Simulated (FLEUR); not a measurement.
Records of electronic-structure calculations.

```xyz
2
Lattice="3.636 0.000 0.000 -1.818 3.149 0.000 0.000 0.000 5.783" Properties=species:S:1:pos:R:3 pbc="T T T" subject="Collinear magnetic orders of Gd (Gadolinium) with FLEUR" method="PBE with U = 6 eV on Gd f; all-electron FLAPW, Dirac cores, scalar-relativistic bands" program="FLEUR MaX-R8.1" settings_of_one_run="kmax 3.6 1/bohr, gmax 10.8 1/bohr, muffin tin radii Gd: 2.8 bohr, lmax Gd: [10, 8], hist occupations, smearing width 0.05 eV, mixer Anderson, mixing 0.05, max iterations 120, stop 0.0001 me/bohr³, collinear spin, 10×10×6 k-mesh, double counting FLL, mesh matched on, seeded occupations whole cubic f orbitals, Hund's first rule, starting moments 7 7 μB" cost="6 runs, 25 min in all on 4 MPI ranks of Intel Xeon Platinum 8259CL at 2.50GHz (Skylake/Cascade Lake), shared host (the runs of this entry)" notes="The run is spin-polarised, with a total moment of 15.55 μB a cell. This is the lowest of 6 finished starts, no proof of the ground state." lowest_state_found="ferromagnetic (initial ferro ++)" largest_site_spin_moment="7.38 μB" next_finished_state="antiferromagnetic, 22.5 meV a seeded atom higher" spinless_run_over_the_lowest_under_a_u_no_clean_measure_of_the_moments="10659 meV a seeded atom"
Gd    0.000    2.099    1.446
Gd    1.818    1.050    4.337
```

[Logs and program files are shortened in this print: banners, set-up blocks, solver, clock and traceback lines can be left out without a mark of their own.]

[Logs are printed without paths, hosts, clocks, repeated set-up lines and the standing remarks that a program may print on its own settings, such as how far it seeks lower states.]

[Hosts, paths, dates, database ids (printed as entryN), source tags and the programs' standing remarks are cut or masked in the printed files.]

[Where a cell is said to come from a database of computed structures, the database is the Materials Project.]
